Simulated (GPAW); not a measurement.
# Cr: a ladder in the k mesh

Two starts of Cr are run at each rung of the k mesh. Which rung is enough?

Method: PBE; plane waves with GPAW's PAW setups, scalar-relativistic, in GPAW 26.7.0.

The raw output is cut from this account; settings, times and results stay.

## (1) The structure

It takes space group Im-3m (No. 229, cubic). Conventional cell: a = 2.969 Å, b = 2.969 Å, c = 2.969 Å, α = 90.00°, β = 90.00°, γ = 90.00°. Nearest to Cr lie 8 Cr at 2.57 Å.

The cell comes from a database of computed structures and need not be the stable phase.

## (2) Rung 1 (mesh 4×4×4), start ferro ++

The ladder starts at a coarse mesh; cost grows with the number of points.

order1.py reads:

```python
import json
import numpy as np
from ase import Atoms
from ase.parallel import paropen, parprint
from gpaw import GPAW

atoms = Atoms(['Cr', 'Cr'],
    cell=[[2.96889936, 0.0, 0.0],
         [0.0, 2.96889936, 0.0],
         [0.0, 0.0, 2.96889936]],
    scaled_positions=[[0.0, 0.0, 0.0],
         [0.5, 0.5, 0.5]],
    pbc=True,
    magmoms=[2.5, 2.5])
atoms.calc = GPAW(mode={'name': 'pw', 'ecut': 550},
    xc='PBE',
    kpts={'size': (4, 4, 4), 'gamma': True},
    occupations={'name': 'fermi-dirac', 'width': 0.05},
    convergence={'density': 1e-05, 'energy': 1e-05},
    maxiter=200,
    txt='order1.txt')
e = atoms.get_potential_energy(force_consistent=True)
res = {'free_energy': e, 'energy_sigma0': atoms.get_potential_energy(), 'fermi_energy': atoms.calc.get_fermi_level()}
res['moments'] = atoms.get_magnetic_moments().tolist()
res['total'] = atoms.get_magnetic_moment()
parprint('site moments (muB):', np.round(res['moments'], 3))
parprint(f"total moment: {res['total']:.3f} muB")
parprint(f'free energy: {e:.6f} eV')
atoms.calc.write('order1.gpw')
with paropen('results.json', 'w') as f:
    json.dump(res, f)
```

Launch:

```
$ OMP_NUM_THREADS=1 python3 order1.py > order1.log
```

It took 17 s on 1 MPI rank of Arm Neoverse V1, shared host; peak memory 0.14 GiB.

This step gave:

- final state: non-magnetic

After 25 cycles the seed has died away: no moment is left.

## (3) Rung 1 (mesh 4×4×4), start antiferro +-

The second start gives the energy difference between the two end states, the quantity that is followed up the ladder.

order2.py is the script of step 2 with these lines changed:

```diff
@@ -13,3 +13,3 @@
     pbc=True,
-    magmoms=[2.5, 2.5])
+    magmoms=[2.5, -2.5])
 atoms.calc = GPAW(mode={'name': 'pw', 'ecut': 550},
@@ -20,3 +20,3 @@
     maxiter=200,
-    txt='order1.txt')
+    txt='order2.txt')
 e = atoms.get_potential_energy(force_consistent=True)
@@ -28,3 +28,3 @@
 parprint(f'free energy: {e:.6f} eV')
-atoms.calc.write('order1.gpw')
+atoms.calc.write('order2.gpw')
 with paropen('results.json', 'w') as f:
```

Launch:

```
$ OMP_NUM_THREADS=1 python3 order2.py > order2.log
```

Run time: 11 s. Hardware: 1 MPI rank; peak memory 0.14 GiB.

This step gave:

| Quantity | Value |
| --- | --- |
| magnetization | 0 μB |
| final state | antiferromagnetic |
| largest moment | 1.601 μB |

This start lies -54.1 meV a seeded atom from the first; its largest moment is 1.60 μB.

## (4) Rung 2 (mesh 4×4×4), start ferro ++

order1.py is that of step 2.

Launch:

```
$ OMP_NUM_THREADS=1 python3 order1.py > order1.log
```

Run time: 17 s. Hardware: 1 MPI rank; peak memory 0.14 GiB.

Read from the output:

* final state: non-magnetic

After 25 cycles the seed has died away: no moment is left.

## (5) Rung 2 (mesh 4×4×4), start antiferro +-

order2.py is that of step 3.

Launch:

```
$ OMP_NUM_THREADS=1 python3 order2.py > order2.log
```

Elapsed: 11 s, on 1 MPI rank; peak memory 0.14 GiB.

Read from the output:

| Item | Value |
| --- | --- |
| magnetization | 0 μB |
| final state | antiferromagnetic |
| largest moment | 1.601 μB |

This start lies -54.1 meV a seeded atom from the first, a change of +0.0 meV since rung 1; its largest moment is 1.60 μB.

## (6) Rung 3 (mesh 6×6×6), start ferro ++

order1.py is the script of step 4 with these lines changed:

```diff
@@ -16,3 +16,3 @@
     xc='PBE',
-    kpts={'size': (4, 4, 4), 'gamma': True},
+    kpts={'size': (6, 6, 6), 'gamma': True},
     occupations={'name': 'fermi-dirac', 'width': 0.05},
```

Launch:

```
$ OMP_NUM_THREADS=1 python3 order1.py > order1.log
```

Wall time 23 s (1 MPI rank); peak memory 0.14 GiB.

This step gave:

| Property | Result |
| --- | --- |
| final state | non-magnetic |

After 21 cycles the seed has died away: no moment is left.

## (7) Rung 3 (mesh 6×6×6), start antiferro +-

order2.py is the script of step 5 with these lines changed:

```diff
@@ -16,3 +16,3 @@
     xc='PBE',
-    kpts={'size': (4, 4, 4), 'gamma': True},
+    kpts={'size': (6, 6, 6), 'gamma': True},
     occupations={'name': 'fermi-dirac', 'width': 0.05},
```

Launch:

```
$ OMP_NUM_THREADS=1 python3 order2.py > order2.log
```

Elapsed: 19 s, on 1 MPI rank; peak memory 0.14 GiB.

Read from the output:

```
magnetization  : 0 μB
final state    : antiferromagnetic
largest moment : 1.793 μB
```

This start lies -94.5 meV a seeded atom from the first, a change of -40.3 meV since rung 2; its largest moment is 1.79 μB.

## (8) Rung 4 (mesh 8×8×8), start ferro ++

order1.py is the script of step 6 with these lines changed:

```diff
@@ -16,3 +16,3 @@
     xc='PBE',
-    kpts={'size': (6, 6, 6), 'gamma': True},
+    kpts={'size': (8, 8, 8), 'gamma': True},
     occupations={'name': 'fermi-dirac', 'width': 0.05},
```

Launch:

```
$ OMP_NUM_THREADS=1 python3 order1.py > order1.log
```

It took 36 s on 1 MPI rank; peak memory 0.15 GiB.

This step gave:

* final state: non-magnetic

After 20 cycles the seed has died away: no moment is left.

## (9) Rung 4 (mesh 8×8×8), start antiferro +-

order2.py is the script of step 7 with these lines changed:

```diff
@@ -16,3 +16,3 @@
     xc='PBE',
-    kpts={'size': (6, 6, 6), 'gamma': True},
+    kpts={'size': (8, 8, 8), 'gamma': True},
     occupations={'name': 'fermi-dirac', 'width': 0.05},
```

Launch:

```
$ OMP_NUM_THREADS=1 python3 order2.py > order2.log
```

Run time: 29 s. Hardware: 1 MPI rank; peak memory 0.15 GiB.

Read from the output:

* magnetization: 0 μB
* final state: antiferromagnetic
* largest moment: 1.824 μB

This start lies -107.9 meV a seeded atom from the first, a change of -13.4 meV since rung 3; its largest moment is 1.82 μB.

## (10) Rung 5 (mesh 12×12×12), start ferro ++

order1.py is the script of step 8 with these lines changed:

```diff
@@ -16,3 +16,3 @@
     xc='PBE',
-    kpts={'size': (8, 8, 8), 'gamma': True},
+    kpts={'size': (12, 12, 12), 'gamma': True},
     occupations={'name': 'fermi-dirac', 'width': 0.05},
```

Launch:

```
$ OMP_NUM_THREADS=1 python3 order1.py > order1.log
```

The job ended after 80 s (1 MPI rank; peak memory 0.18 GiB).

This step gave:

| Property | Result |
| --- | --- |
| final state | non-magnetic |

After 18 cycles the seed has died away: no moment is left.

## (11) Rung 5 (mesh 12×12×12), start antiferro +-

order2.py is the script of step 9 with these lines changed:

```diff
@@ -16,3 +16,3 @@
     xc='PBE',
-    kpts={'size': (8, 8, 8), 'gamma': True},
+    kpts={'size': (12, 12, 12), 'gamma': True},
     occupations={'name': 'fermi-dirac', 'width': 0.05},
```

Launch:

```
$ OMP_NUM_THREADS=1 python3 order2.py > order2.log
```

Wall time 62 s (1 MPI rank); peak memory 0.17 GiB.

This step gave:

* magnetization: 0 μB
* final state: antiferromagnetic
* largest moment: 1.849 μB

This start lies -108.4 meV a seeded atom from the first, a change of -0.5 meV since rung 4; its largest moment is 1.85 μB.

## (12) The rungs together

Ladder, by row:

```
rung      mesh  state from the first start  state from the second start  second less first (meV a seeded atom)  moment, first (μB)  moment, second (μB)  CPU time (s)
   1     4x4x4                non-magnetic            antiferromagnetic                                 -54.15                   0                1.601         28.82
   2     4x4x4                non-magnetic            antiferromagnetic                                 -54.15                   0                1.601          28.5
   3     6x6x6                non-magnetic            antiferromagnetic                                 -94.49                   0                1.793          41.8
   4     8x8x8                non-magnetic            antiferromagnetic                                 -107.9                   0                1.824         64.56
   5  12x12x12                non-magnetic            antiferromagnetic                                 -108.4                   0                1.849         141.7
```

## (13) Results

```json
{"range of the moment in the table, second start": "1.60 to 1.85 μB", "range of CPU time": "28 s to 2.4 min", "range of the energy difference": "-108 to -54.1 meV a seeded atom", "first rung from which all stay within 5.4 meV of the last": "4"}
```

What this shows: From rung 4 on the result stays within 0.51 meV of the last rung, inside the margin of 5.4 meV set for it, at 46 % of the last rung's cost. The second start ends lower on every rung of the table; whether functional and cell give the true order is another question. Rungs 1 and 2 have the same input, so their agreement tests nothing.

[Long decimals in the printed logs are rounded to 6 places.]

[Logs and program files are shortened in this print: banners, set-up blocks, solver, clock and traceback lines can be left out without a mark of their own.]

[Logs are printed without paths, hosts, clocks, repeated set-up lines and the standing remarks that a program may print on its own settings, such as how far it seeks lower states.]

[Hosts, paths, dates, database ids (printed as entryN), source tags and the programs' standing remarks are cut or masked in the printed files.]

[Where the starting crystal was built by hand or by swapping elements, it need not be the compound's stable phase.]

[Where a cell is said to come from a database of computed structures, the database is the Materials Project.]

[Runs that the program refused, that were killed for memory or that had too few empty states are not shown or counted.]

[Lattice constants of own cells that a recipe calls measured were typed without a cited source.]
